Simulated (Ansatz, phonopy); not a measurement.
# TcSn (hypothetical, Pm-3m): phonons against volume, part 2 of 2

Aim: how the vibrations of TcSn (hypothetical) shift with volume, and the expansion that follows. The crystal structure is hypothetical: it was made by swapping elements on a known structure type.

Ansatz 0.2.0; DFT PBEsol, scalar-relativistic, plane waves, PAW.

So far. Step 14 (Phonons, V/V0 0.97): No mode is imaginary beyond numerical noise at the solved wavevectors. The highest zone-centre mode (no LO–TO term) moved by +7.8 % for a volume change of -3.0 %. Step 15 (A cell at another volume, V/V0 1.05): The run ends at a pressure of -8.15 GPa.

### Step 16. Lattice dynamics at this volume, V/V0 1.05

Contents of input.yaml:

```yaml
crystal:
  lattice:
    - [3.2740013712, 0.0, 0.0]
    - [0.0, 3.2740013712, 0.0]
    - [0.0, 0.0, 3.2740013712]
  atoms:
    - { symbol: Sn, position: [0.0, 0.0, 0.0] }
    - { symbol: Tc, position: [0.5, 0.5, 0.5] }
kpoints:
  mp_grid: { grid: [16, 16, 16] }
hamiltonian:
  xc: pbesol
scf:
  occupations: { method: methfessel_paxton, width: 0.2 }
output:
  eigenvalues: true
phonons:
  method: dfpt
  qmesh: [4, 4, 4]
  temperatures: { t_max: 1000, t_step: 50 }
  qpath:
    path:
      - [[0.0, 0.0, 0.0], [0.0, 0.5, 0.0], [0.5, 0.5, 0.0], [0.0, 0.0, 0.0], [0.5, 0.5, 0.5], [0.0, 0.5, 0.0]]
      - [[0.5, 0.5, 0.5], [0.5, 0.5, 0.0]]
    npoints: 10
```

The run is started by

```
$ ansatz run input.yaml --threads 4 --pin off --max-ram 8192MiB --backend cpu --events-out ev --progress --plain --runs-dir out
```

Run time: 9.6 min. Hardware: 4 threads of Arm Neoverse V2, shared host; peak memory 4.4 GiB.

No LO-TO term. The phonon branches at the labelled points (cm⁻¹):

| point | branch 1 | branch 2 | branch 3 | branch 4 | branch 5 | branch 6 |
| --- | --- | --- | --- | --- | --- | --- |
| Γ | 0 | 0 | 0 | 166 | 166 | 166 |
| halfway | 55 | 55 | 107 | 148 | 148 | 167 |
| X | 83 | 83 | 120 | 120 | 148 | 172 |
| halfway | 97 | 99 | 106 | 113 | 177 | 179 |
| M | 66 | 90 | 90 | 104 | 197 | 197 |
| halfway | 70 | 79 | 115 | 135 | 151 | 172 |
| Γ | 0 | 0 | 0 | 166 | 166 | 166 |
| halfway | 80 | 80 | 106 | 156 | 158 | 158 |
| R | 64 | 64 | 64 | 168 | 168 | 168 |
| halfway | 77 | 86 | 110 | 144 | 169 | 178 |
| X | 83 | 83 | 120 | 120 | 148 | 172 |
| jump to R | 64 | 64 | 64 | 168 | 168 | 168 |
| halfway | 77 | 93 | 93 | 140 | 179 | 179 |
| M | 66 | 90 | 90 | 104 | 197 | 197 |

No mode is imaginary beyond numerical noise at the solved wavevectors. The highest zone-centre mode (no LO–TO term) moved by -12.2 % for a volume change of +5.0 %.

### Step 17. How the modes move with volume

This step: DFT PBEsol, scalar-relativistic, plane waves, PAW (phonopy 4.10.0).

This step gave:

| Property | Result |
| --- | --- |
| share of modes with a negative Grüneisen parameter | 0 |

Mean Grüneisen, by row:

| T (K) | heat-capacity-weighted mean | root mean square |
| --- | --- | --- |
| 50 | 2.799 | 2.966 |
| 100 | 2.743 | 2.876 |
| 200 | 2.719 | 2.84 |
| 300 | 2.714 | 2.832 |
| 500 | 2.712 | 2.828 |
| 800 | 2.711 | 2.827 |

Table of mean mode Grueneisen parameter by wavenumber:

| wavenumber (cm⁻¹) | mean mode Grueneisen parameter |
| --- | --- |
| 3.7 | - |
| 11.2 | - |
| 26.1 | 1.46 |
| 33.5 | 1.78 |
| 48.4 | 1.98 |
| 55.9 | 2.04 |
| 63.3 | 2.3 |
| 78.2 | 2.55 |
| 85.7 | 2.67 |
| 93.1 | 2.83 |
| 108.1 | 3.04 |
| 115.5 | 2.59 |
| 130.4 | 2.79 |
| 137.9 | 2.61 |
| 145.3 | 2.48 |
| 160.2 | 2.32 |
| 167.7 | 2.42 |
| 175.1 | 2.39 |
| 190.0 | 2.52 |
| 197.5 | 2.57 |
| 212.4 | 2.55 |
| 219.8 | 2.53 |

Volume series, by row:

| V/V0 | V (Å³/atom) | pressure (GPa) | E - E0 (meV/atom) | gap (eV) | zero-point energy (meV/atom) | lowest on the path (cm⁻¹) | highest at Gamma without the LO-TO term (cm⁻¹) |
| --- | --- | --- | --- | --- | --- | --- | --- |
| 0.97 | 16.21 | 6.227 | 9.394 | 0 | 28.21 | 0 | 204.2 |
| 0.985 | 16.46 | 2.968 | 2.257 | 0 | 27.13 | 0 | 196.8 |
| 1 | 16.71 | 0 | 0 | 0 | 26.07 | 0 | 189.4 |
| 1.015 | 16.96 | -2.705 | 2.17 | 0 | 25.05 | 0 | 182.3 |
| 1.03 | 17.21 | -5.174 | 8.369 | 0 | 24.1 | 0 | 175.3 |
| 1.05 | 17.55 | -8.145 | 22.3 | 0 | 22.93 | 0 | 166.4 |

The optical frequency at Gamma without the LO-TO term, mode 4 by V/V0:

| V/V0 | optical frequency at Gamma without the LO-TO term, mode 4 (cm⁻¹) |
| --- | --- |
| 0.9700 | 204 |
| 0.9850 | 197 |
| 1.0000 | 189 |
| 1.0150 | 182 |
| 1.0300 | 175 |
| 1.0500 | 166 |

Grüneisen at points, by row:

| point | branch | frequency (cm⁻¹) | mode Grüneisen parameter |
| --- | --- | --- | --- |
| Γ | 4 | 189.4 | 2.55 |
| X | 1 | 100.7 | 4.82 |
| X | 3 | 134.7 | 2.24 |
| X | 5 | 171.5 | 2.78 |
| X | 6 | 189.1 | 1.88 |
| M | 1 | 82.9 | 6.3 |
| M | 2 | 95.1 | 1.24 |
| M | 4 | 119.6 | 2.71 |
| M | 5 | 224.1 | 2.51 |
| R | 1 | 94.8 | 7.51 |
| R | 4 | 183.6 | 1.8 |

### Step 18. Quasi-harmonic fit by phonopy

Numbers from this step:

| Property | Result |
| --- | --- |
| volume expansion coefficient at 300 K | 35.52 1e-6/K |
| isothermal bulk modulus at 300 K | 180.7 GPa |
| C_P at 300 K | 24.71 J/mol-atom/K |
| Grüneisen parameter at 300 K | 2.721 |

The energy (each curve on its own zero) by volume; values in meV/atom:

| volume (Å³/atom) | static | F at 0 K | F at 300 K | F at 800 K |
| --- | --- | --- | --- | --- |
| 16.210 | 9.39 | 12.0 | 17.6 | 30.6 |
| 16.461 | 2.26 | 3.8 | 7.27 | 15.2 |
| 16.712 | 0 | 0.48 | 1.73 | 4.49 |
| 16.962 | 2.17 | 1.64 | 0.64 | -1.76 |
| 17.213 | 8.37 | 6.89 | 3.68 | -3.74 |
| 17.547 | 22.3 | 19.6 | 13.6 | -0.27 |

Phonopy-qha, vinet fit of F(V) at each temperature; no electronic free energy. Qha vinet, by row:

| T (K) | fitted volume (Å³/atom) | alpha_V (1e-6/K) | B_T (GPa) | C_P (J/mol-atom/K) | Grueneisen |
| --- | --- | --- | --- | --- | --- |
| 100 | 16.79 | 25.96 | 185.7 | 18.04 | 2.716 |
| 150 | 16.81 | 31.23 | 184.3 | 21.7 | 2.724 |
| 200 | 16.84 | 33.55 | 183 | 23.31 | 2.724 |
| 250 | 16.87 | 34.77 | 181.8 | 24.17 | 2.723 |
| 300 | 16.9 | 35.52 | 180.7 | 24.71 | 2.721 |
| 350 | 16.93 | 36 | 179.6 | 25.1 | 2.719 |
| 400 | 16.96 | 36.33 | 178.7 | 25.39 | 2.717 |
| 450 | 16.99 | 36.55 | 177.9 | 25.63 | 2.714 |
| 500 | 17.02 | 36.7 | 177.2 | 25.84 | 2.71 |
| 550 | 17.05 | 36.78 | 176.7 | 26.03 | 2.706 |
| 600 | 17.09 | 36.81 | 176.2 | 26.19 | 2.7 |
| 650 | 17.12 | 36.78 | 175.9 | 26.35 | 2.694 |
| 700 | 17.15 | 36.72 | 175.6 | 26.49 | 2.688 |
| 750 | 17.18 | 36.61 | 175.5 | 26.63 | 2.68 |

Table of volume expansion coefficient, phonopy-qha, Vinet by temperature:

| temperature (K) | volume expansion coefficient, phonopy-qha, Vinet (1e-6/K) |
| --- | --- |
| 75 | 20.7 |
| 100 | 26.0 |
| 125 | 29.2 |
| 150 | 31.2 |
| 175 | 32.6 |
| 200 | 33.5 |
| 225 | 34.2 |
| 250 | 34.8 |
| 275 | 35.2 |
| 300 | 35.5 |
| 325 | 35.8 |
| 350 | 36 |
| 375 | 36.2 |
| 400 | 36.3 |
| 425 | 36.5 |
| 450 | 36.5 |
| 475 | 36.6 |
| 500 | 36.7 |
| 525 | 36.8 |
| 550 | 36.8 |
| 575 | 36.8 |
| 600 | 36.8 |
| 625 | 36.8 |
| 650 | 36.8 |
| 675 | 36.8 |
| 700 | 36.7 |
| 725 | 36.7 |
| 750 | 36.6 |
| 775 | 36.5 |

The fit gives a volume expansion of 35.5 × 10⁻⁶/K at 300 K.

### Step 19. Results

```json
{
  "volume expansion coefficient at 300 K": "35.52 1e-6/K",
  "isothermal bulk modulus at 300 K": "180.7 GPa",
  "C_P at 300 K": "24.71 J/mol-atom/K",
  "Grüneisen parameter at 300 K": "2.721",
  "mean mode Grüneisen parameter at 300 K": "2.71"
}
```

In words: Near room temperature TcSn (hypothetical) expands by 35.5 × 10⁻⁶/K in volume by PBEsol, with C_P = 24.7 J/(mol K) per mole of atoms and B_T = 181 GPa. C_P at room temperature is 99 % of the classical 3R an atom. The fit leaves out the electrons' free energy, which adds to C_P and to the expansion of a metal at high temperature. The heat-capacity-weighted Grüneisen parameter goes from 2.80 at 50 K to 2.71 at 800 K. Weighting γ by the density of states and each mode's heat capacity at 300 K, modes below 70 cm⁻¹ give about 3 % of the sum of γC that drives the expansion, those up to 150 cm⁻¹ 59 % and the rest 38 %. Among the labelled points γ is largest for branch 1 at R (94.8 cm⁻¹, 7.5) and smallest for branch 2 at M (95.1 cm⁻¹, 1.2). The program warned that a few bands missed the eigensolver's threshold in at least one of the runs. The PAW files were made for PBE and are used here under another functional, for which the program regenerates the frozen cores.

[Logs are printed without paths, hosts, clocks, repeated set-up lines and the standing remarks that a program may print on its own settings, such as how far it seeks lower states.]

[Hosts, paths, dates, database ids (printed as entryN), source tags and the programs' standing remarks are cut or masked in the printed files.]

[A step with changed settings may run another functional than the one named; its input shows which.]


